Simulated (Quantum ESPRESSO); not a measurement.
# Na (Sodium): from the cell to the phonon bands, part 2 of 3

How does Na (Sodium) vibrate, and is this structure a minimum?

Quantum ESPRESSO 7.5; DFT LDA, scalar-relativistic, plane waves, PseudoDojo norm-conserving pseudopotentials.

So far. Step 2 (A probe with smearing): No gap opens on this mesh, so smearing is kept; the start stands at -0.85 GPa. Step 4 (Ground state): The cell stands at 0.001 GPa, close enough for phonons. The relaxed cell has a = 4.054 Å (conventional setting).

### 5. Phonons on a q mesh

Linear response treats each wavevector in the unit cell, with no supercell; the 4×4×4 mesh fixes the range of the force constants to be had.

Input file ph.in:

```
phonons
&inputph
   prefix = 'x'
   outdir = './tmp'
   fildyn = 'x.dyn'
   tr2_ph = 1.0d-18
   alpha_mix(1) = 0.4
   nmix_ph = 8
   ldisp = .true.
   nq1 = 4
   nq2 = 4
   nq3 = 4
/
```

On the command line:

```
> OMP_NUM_THREADS=1 mpirun -n 4 ph.x -nk 4 -in ph.in > ph.out
```

Output:

```text
[banners, grids, parts of the stress and lines that vanish by symmetry left out]
[banner, memory and clock lines left out]
Program PHONON v.7.5

     ./tmp/x.save/

     IMPORTANT: XC functional enforced from input :
     Exchange-correlation= PW
                           (   1   4   0   0   0   0   0)
     Any further DFT definition will be discarded
     Please, verify this is what you really want

     G-vector sticks info

     Reading collected, re-writing distributed wavefunctions in ./tmp/

     Dynamical matrices for ( 4, 4, 4)  uniform grid of q-points
     (   8 q-points):
       N         xq(1)         xq(2)         xq(3)
       1   0.000000000   0.000000000   0.000000000
       2   0.216506351   0.216506351   0.000000000
       3  -0.433012702  -0.433012702   0.000000000
       4   0.433012702   0.216506351   0.216506351
[...]
Number and degeneracy of irreps per q-point
       N         xq(1)         xq(2)         xq(3)   N irreps
       1   0.000000000   0.000000000   0.000000000       1
        3
       2   0.216506351   0.216506351   0.000000000       3
     No degeneracy
       3  -0.433012702  -0.433012702   0.000000000       3
     No degeneracy
       4   0.433012702   0.216506351   0.216506351       3
     No degeneracy
       5   0.433012702   0.433012702   0.433012702       1
        3
       6   0.000000000   0.000000000   0.433012702       2
        1   2
       7  -0.866025404  -0.216506351  -0.216506351       3
     No degeneracy
       8  -0.866025404  -0.866025404  -0.866025404       1
        3

     Calculation of q =    0.0000000   0.0000000   0.0000000

     phonons

     bravais-lattice index     =            0
     lattice parameter (alat)  =       6.6353  a.u.
     unit-cell volume          =     224.8888 (a.u.)^3
     number of atoms/cell      =            1
     number of atomic types    =            1
     kinetic-energy cut-off    =      88.0000  Ry
     charge density cut-off    =     352.0000  Ry
     convergence threshold     =      1.0E-18
     beta                      =       0.4000
     number of iterations used =            8
     Exchange-correlation= PW
                           (   1   4   0   0   0   0   0)

     celldm(1)=    6.63534  celldm(2)=    0.00000  celldm(3)=    0.00000
     celldm(4)=    0.00000  celldm(5)=    0.00000  celldm(6)=    0.00000

     crystal axes: (cart. coord. in units of alat)
               a(1) = ( -0.5774  0.5774  0.5774 )
               a(2) = (  0.5774 -0.5774  0.5774 )
               a(3) = (  0.5774  0.5774 -0.5774 )

     reciprocal axes: (cart. coord. in units 2 pi/alat)
               b(1) = ( -0.0000  0.8660  0.8660 )
               b(2) = (  0.8660 -0.0000  0.8660 )
               b(3) = (  0.8660  0.8660  0.0000 )

     Atoms inside the unit cell:

     Cartesian axes

     site n.  atom      mass           positions (alat units)
        1  Na     22.9898   tau(    1) = (    0.00000    0.00000    0.00000  )

     Computing dynamical matrix for
                    q = (   0.0000000   0.0000000   0.0000000 )

     49 Sym.Ops. (with q -> -q+G )

     G cutoff =  392.5631  (  25003 G-vectors)     FFT grid: ( 40, 40, 40)

     number of k points=    72  Marzari-Vanderbilt smearing, width (Ry)=  0.0200

     PseudoPot. # 1 for Na read from file:
     ./pseudo/Na.upf
     Pseudo is Norm-conserving, Zval =  9.0

     Mode symmetry, O_h (m-3m)  point group:

     Atomic displacements:
     There are    1 irreducible representations

     Representation     1      3 modes -  To be done

     Alpha used in Ewald sum =   2.8000

     Representation #   1 modes #   1   2   3

     Self-consistent Calculation
      iter #   1   av.it.:   7.4
      thresh= 1.000E-02 alpha_mix =  0.400 |ddv_scf|^2 =  1.615E-06
      iter #   2   av.it.:  10.6
      thresh= 1.271E-04 alpha_mix =  0.400 |ddv_scf|^2 =  3.448E-07
      iter #   3   av.it.:  11.1
      thresh= 5.872E-05 alpha_mix =  0.400 |ddv_scf|^2 =  2.423E-10
      iter #   4   av.it.:  11.0
      thresh= 1.557E-06 alpha_mix =  0.400 |ddv_scf|^2 =  1.502E-11
[...]
End of self-consistent calculation

     Convergence has been achieved

     Number of q in the star =    1
     List of q in the star:
[...]
Diagonalizing the dynamical matrix

     q = (    0.000000000   0.000000000   0.000000000 )

 **************************************************************************
     freq (    1) =       0.320356 [THz] =      10.685923 [cm-1]
     freq (    2) =       0.320356 [THz] =      10.685923 [cm-1]
     freq (    3) =       0.320356 [THz] =      10.685923 [cm-1]
 **************************************************************************

     Mode symmetry, O_h (m-3m)  point group:

     freq (   1-   3) =         10.7  [cm-1]   --> T_1u G_15  G_4- I

     Calculation of q =    0.2165064   0.2165064   0.0000000
     [... set-up and bands at k+q left out ...]

     Mode symmetry, C_2v (mm2)  point group:

     Atomic displacements:
     There are    3 irreducible representations

     Representation     1      1 modes -  To be done

     Representation     2      1 modes -  To be done

     Representation     3      1 modes -  To be done

     Message from routine init_vloc:
     Interpolation table for Vloc re-allocated

     Alpha used in Ewald sum =   2.8000

     Representation #   1 mode #   1

     Self-consistent Calculation

[...]
[... iterations left out ...]
[...]
End of self-consistent calculation

     Convergence has been achieved

     Representation #   2 mode #   2

     Self-consistent Calculation

[...]
[... iterations left out ...]
[...]
End of self-consistent calculation

     Convergence has been achieved

     Representation #   3 mode #   3

     Self-consistent Calculation

[...]
[... iterations left out ...]
[...]
End of self-consistent calculation

     Convergence has been achieved

     Number of q in the star =   12
     List of q in the star:
[...]
Diagonalizing the dynamical matrix

     q = (    0.216506351   0.216506351   0.000000000 )

 **************************************************************************
     freq (    1) =       0.708190 [THz] =      23.622669 [cm-1]
     freq (    2) =       1.971474 [THz] =      65.761303 [cm-1]
     freq (    3) =       2.921827 [THz] =      97.461653 [cm-1]
 **************************************************************************

     Mode symmetry, C_2v (mm2)  point group:

     freq (   1-   1) =         23.6  [cm-1]   --> B_1  D_3  S_3
     freq (   2-   2) =         65.8  [cm-1]   --> B_2  D_4  S_4
     freq (   3-   3) =         97.5  [cm-1]   --> A_1  D_1  S_1

     Calculation of q =   -0.4330127  -0.4330127   0.0000000
     [... set-up and bands at k+q left out ...]

     Mode symmetry, D_2h (mmm)  point group:

     Atomic displacements:
     There are    3 irreducible representations

[...]
Alpha used in Ewald sum =   2.8000

     Representation #   1 mode #   1

[...]
[... iterations left out ...]
[...]
Convergence has been achieved

[...]
Convergence has been achieved

[...]
Convergence has been achieved

     Number of q in the star =    6
     List of q in the star:
[...]
Diagonalizing the dynamical matrix

     q = (   -0.433012702  -0.433012702   0.000000000 )

[...]
freq (    1) =       0.939821 [THz] =      31.349045 [cm-1]
     freq (    2) =       2.766927 [THz] =      92.294766 [cm-1]
     freq (    3) =       4.108537 [THz] =     137.046037 [cm-1]
[...]
Mode symmetry, D_2h (mmm)  point group:

     freq (   1-   1) =         31.3  [cm-1]   --> B_2u
     freq (   2-   2) =         92.3  [cm-1]   --> B_1u
     freq (   3-   3) =        137.0  [cm-1]   --> B_3u

     Calculation of q =    0.4330127   0.2165064   0.2165064
     [... set-up and bands at k+q left out ...]

     Mode symmetry, C_s (m)     point group:

     Atomic displacements:
     There are    3 irreducible representations

[...]
Alpha used in Ewald sum =   2.8000

[...]
Convergence has been achieved

[...]
Convergence has been achieved

[...]
Convergence has been achieved

     Number of q in the star =   24
     List of q in the star:
[...]
Diagonalizing the dynamical matrix

     q = (    0.433012702   0.216506351   0.216506351 )

[...]
freq (    1) =       1.699141 [THz] =      56.677235 [cm-1]
     freq (    2) =       2.947180 [THz] =      98.307330 [cm-1]
     freq (    3) =       3.809712 [THz] =     127.078310 [cm-1]
[...]
Mode symmetry, C_s (m)     point group:

     freq (   1-   1) =         56.7  [cm-1]   --> A'
     freq (   2-   2) =         98.3  [cm-1]   --> A''
     freq (   3-   3) =        127.1  [cm-1]   --> A'

     Calculation of q =    0.4330127   0.4330127   0.4330127
     [... set-up and bands at k+q left out ...]

     Mode symmetry, T_d (-43m)  point group:

     Atomic displacements:
     There are    1 irreducible representations

[...]
Alpha used in Ewald sum =   2.8000

     Representation #   1 modes #   1   2   3

[...]
Convergence has been achieved

     Number of q in the star =    2
     List of q in the star:
[...]
Diagonalizing the dynamical matrix

     q = (    0.433012702   0.433012702   0.433012702 )

[...]
freq (    1) =       3.122988 [THz] =     104.171670 [cm-1]
     freq (    2) =       3.122988 [THz] =     104.171670 [cm-1]
     freq (    3) =       3.122988 [THz] =     104.171670 [cm-1]
[...]
Mode symmetry, T_d (-43m)  point group:

     freq (   1-   3) =        104.2  [cm-1]   --> T_2  G_15 P_4

     Calculation of q =    0.0000000   0.0000000   0.4330127
     [... set-up and bands at k+q left out ...]

     Mode symmetry, C_4v (4mm)  point group:

     Atomic displacements:
     There are    2 irreducible representations

[...]
Alpha used in Ewald sum =   2.8000

[...]
Convergence has been achieved

     Representation #   2 modes #   2   3

[...]
Convergence has been achieved

     Number of q in the star =    6
     List of q in the star:
[...]
Diagonalizing the dynamical matrix

     q = (    0.000000000   0.000000000   0.433012702 )

[...]
freq (    1) =       2.805797 [THz] =      93.591315 [cm-1]
     freq (    2) =       2.805797 [THz] =      93.591315 [cm-1]
     freq (    3) =       2.958599 [THz] =      98.688231 [cm-1]
[...]
Mode symmetry, C_4v (4mm)  point group:

     freq (   1-   2) =         93.6  [cm-1]   --> E    G_5 D_5
     freq (   3-   3) =         98.7  [cm-1]   --> A_1  G_1 D_1

     Calculation of q =   -0.8660254  -0.2165064  -0.2165064
     [... set-up and bands at k+q left out ...]

     Mode symmetry, C_2v (mm2)  point group:

     Atomic displacements:
     There are    3 irreducible representations

[...]
Representation     3      1 modes -  To be done

     Alpha used in Ewald sum =   2.8000

[...]
Convergence has been achieved

     Representation #   2 mode #   2

[...]
Convergence has been achieved

     Representation #   3 mode #   3

     Self-consistent Calculation

[...]
[... iterations left out ...]
[...]
End of self-consistent calculation

     Convergence has been achieved

     Number of q in the star =   12
     List of q in the star:
[...]
12  -0.216506351   0.216506351   0.866025404

     Diagonalizing the dynamical matrix

     q = (   -0.866025404  -0.216506351  -0.216506351 )

[...]
freq (    1) =       2.730353 [THz] =      91.074780 [cm-1]
     freq (    2) =       3.415217 [THz] =     113.919363 [cm-1]
     freq (    3) =       3.994365 [THz] =     133.237685 [cm-1]
[...]
Mode symmetry, C_2v (mm2)  point group:

     freq (   1-   1) =         91.1  [cm-1]   --> A_1  D_1  S_1
     freq (   2-   2) =        113.9  [cm-1]   --> B_1  D_3  S_3
     freq (   3-   3) =        133.2  [cm-1]   --> B_2  D_4  S_4

     Calculation of q =   -0.8660254  -0.8660254  -0.8660254
     [... set-up and bands at k+q left out ...]

     Mode symmetry, O_h (m-3m)  point group:

     Atomic displacements:
     There are    1 irreducible representations

     Representation     1      3 modes -  To be done

     Message from routine init_vloc:
     Interpolation table for Vloc re-allocated

     Alpha used in Ewald sum =   2.8000

     Representation #   1 modes #   1   2   3

     Self-consistent Calculation

      iter #   1   av.it.:   7.7
      thresh= 1.000E-02 alpha_mix =  0.400 |ddv_scf|^2 =  3.113E-06

      [... iterations left out ...]
      iter #   8   av.it.:  12.0
      thresh= 1.631E-09 alpha_mix =  0.400 |ddv_scf|^2 =  3.799E-19

     End of self-consistent calculation

     Convergence has been achieved

     Number of q in the star =    1
     List of q in the star:
          1  -0.866025404  -0.866025404  -0.866025404

     Diagonalizing the dynamical matrix

     q = (   -0.866025404  -0.866025404  -0.866025404 )

 **************************************************************************
     freq (    1) =       3.923104 [THz] =     130.860651 [cm-1]
     freq (    2) =       3.923104 [THz] =     130.860651 [cm-1]
     freq (    3) =       3.923104 [THz] =     130.860651 [cm-1]
 **************************************************************************

     Mode symmetry, O_h (m-3m)  point group:

     freq (   1-   3) =        130.9  [cm-1]   --> T_1u G_15  G_4-


[key lines of the parts left out:]
the Fermi energy is     1.9527 ev
```

It took 23 min on 4 MPI ranks of Intel Xeon at 2.70GHz, shared host; 1.5 h of CPU time.

Read from the output:

```
largest acoustic frequency at the zone centre before the sum rule  : 10.69 cm⁻¹
lowest mode on the q mesh (acoustic ones at the zone centre apart) : 23.62 cm⁻¹
```

Frequencies (cm⁻¹) at each irreducible wavevector; negative means imaginary. Frequencies by wavevector:

| q (fractions) | star | mode 1 | mode 2 | mode 3 |
| --- | --- | --- | --- | --- |
| 0 0 0 | 1 | 10.69 | 10.69 | 10.69 |
| 0 0 0.25 | 12 | 23.62 | 65.76 | 97.46 |
| 0 0 -0.5 | 6 | 31.35 | 92.29 | 137.1 |
| 0 0.25 0.25 | 24 | 56.68 | 98.31 | 127.1 |
| 0.25 0.25 0.25 | 2 | 104.2 | 104.2 | 104.2 |
| 0.25 0.25 -0.25 | 6 | 93.59 | 93.59 | 98.69 |
| 0.25 -0.5 -0.5 | 12 | 91.07 | 113.9 | 133.2 |
| -0.5 -0.5 -0.5 | 1 | 130.9 | 130.9 | 130.9 |

The acoustic modes at Γ come out as far as 10.7 cm⁻¹ from zero, where they should vanish, a sizeable error of basis and grid.

### 6. Fourier transform to real space

The dynamical matrices of the mesh are Fourier-transformed to force constants in real space.

Input file q2r.in:

```
&input
   fildyn = 'x.dyn'
   zasr = 'simple'
   flfrc = 'x.fc'
/
```

On the command line:

```
> q2r.x < q2r.in > q2r.out
```

Output:

```text
[banners, grids, parts of the stress and lines that vanish by symmetry left out]
[banner, memory and clock lines left out]
Program Q2R v.7.5

  reading grid info from file x.dyn0

  reading force constants from file x.dyn1
  Dielectric Tensor not found
  nqs=            1
 q=   0.00000000  0.00000000  0.00000000
  reading force constants from file x.dyn2
  nqs=           12
 q=   0.21650635  0.21650635  0.00000000
[...]
reading force constants from file x.dyn7
  nqs=           12
[...]
q=  -0.21650635  0.21650635  0.86602540
  reading force constants from file x.dyn8
  nqs=            1
 q=  -0.86602540 -0.86602540 -0.86602540

      q-space grid ok, #points =   64

      fft-check success (sum of imaginary terms < 10^-12)
```

Wall time 0.75 s (1 thread).

### 7. Dispersion

From the force constants any wavevector is cheap; points of the mesh come back as solved, but for the sum rule and, in polar crystals, the LO-TO term at Γ; the rest is interpolation.

Input file matdyn.in:

```
&input
   asr = 'simple'
   flfrc = 'x.fc'
   flfrq = 'x.freq'
   flvec = 'x.modes'
   q_in_band_form = .true.
   q_in_cryst_coord = .true.
/
8
  0.0000000   0.0000000   0.0000000  12  ! GAMMA
  0.5000000  -0.5000000   0.5000000  12  ! H
 -0.0000000  -0.0000000   0.5000000  12  ! N
  0.0000000   0.0000000   0.0000000  12  ! GAMMA
  0.2500000   0.2500000   0.2500000  12  ! P
  0.5000000  -0.5000000   0.5000000   1  ! H
  0.2500000   0.2500000   0.2500000  12  ! P
 -0.0000000  -0.0000000   0.5000000   1  ! N
```

On the command line:

```
> matdyn.x -in matdyn.in > matdyn.out
```

Output:

```text
[banner, memory and clock lines left out]
Program MATDYN v.7.5

 mass for atomic type   1 not given; uses mass from file x.fc
     Message from routine matdyn:
     Z* not found in file x.fc, TO-LO splitting at q=0 will be absent!
     Message from routine matdyn:
     Z* not found in file x.fc, TO-LO splitting at q=0 will be absent!

Note: The following floating-point exceptions are signalling: IEEE_UNDERFLOW_FLAG
```

Elapsed: 0.71 s, on 1 thread.

This step gave:

| Quantity | Value |
| --- | --- |
| lowest frequency on the path | 0 cm⁻¹ |
| mean frequency | 91.2 cm⁻¹ |
| Debye temperature (second moment) | 179 K |
| logarithmic mean frequency | 84.4 cm⁻¹ |

Matdyn.x, sum rule simple. Phonon branches along the path, in cm⁻¹:

```csv
point,branch 1,branch 2,branch 3
Γ,0,0,0
halfway,93,93,98
H,130,130,130
halfway,90,113,133
N,30,92,137
halfway,21,65,97
Γ,0,0,0
halfway,56,56,112
P,104,104,104
halfway,71,124,124
H,130,130,130
jump to P,104,104,104
halfway,63,98,129
N,30,92,137
```

The phonon branches as a text plot (rows in cm⁻¹):

```
    134 |               *******                               ***
    128 |          *****       *                      *****  *
    122 |         *                         ***     **   *
    117 |        *     **       *                  *        *
    111 |        *       *                 *   * **     *  *
    105 |       *         *                     *          *
    100 |      *        *  *     *        *    *       *   ***
     94 |      *            **                   *            ***
     88 |     *          *    *               *
     83 |     *                ** *      *   *        *     *
     77 |                                         *
     71 |    *                     *                 *       *
     65 |    *            *      *      *   *      *
     60 |   *                                       *
     54 |                  *      *        *                  *
     48 |   *                             *
     43 |                   *      *   *                       *
     37 |  *                        *    *
     31 |  *                 **                                 *
     26 |                      **   *   *
     20 | *                      **  * *
     14 | *                        * *
      9 |                           *
      3 |*                           **
         Γ           H       N        Γ         P        H|P    N
```

Lowest modes at the softest wavevector of the mesh; phase exp(i q.(R + tau)). Modes at q = (0.250, -0.250, 0.000):

```
mode  frequency (cm⁻¹)
   1              23.6
   2              65.8
   3              97.5
```

Displacements in mode 1 (23.6 cm⁻¹), the largest set to 1, in the home cell:
```
Na1 1.00 1.00 0.00
```

Displacements in mode 3 (97.5 cm⁻¹), the largest set to 1, in the home cell:
```
Na1  1.00 -1.00  0.00
```

(Continued in part 3 of 3.)

[Host names and launcher messages were left out of these logs when they were recorded.]

[Logs are printed without paths, hosts, clocks, repeated set-up lines and the standing remarks that a program may print on its own settings, such as how far it seeks lower states.]

[Hosts, paths, dates, database ids (printed as entryN), source tags and the programs' standing remarks are cut or masked in the printed files.]
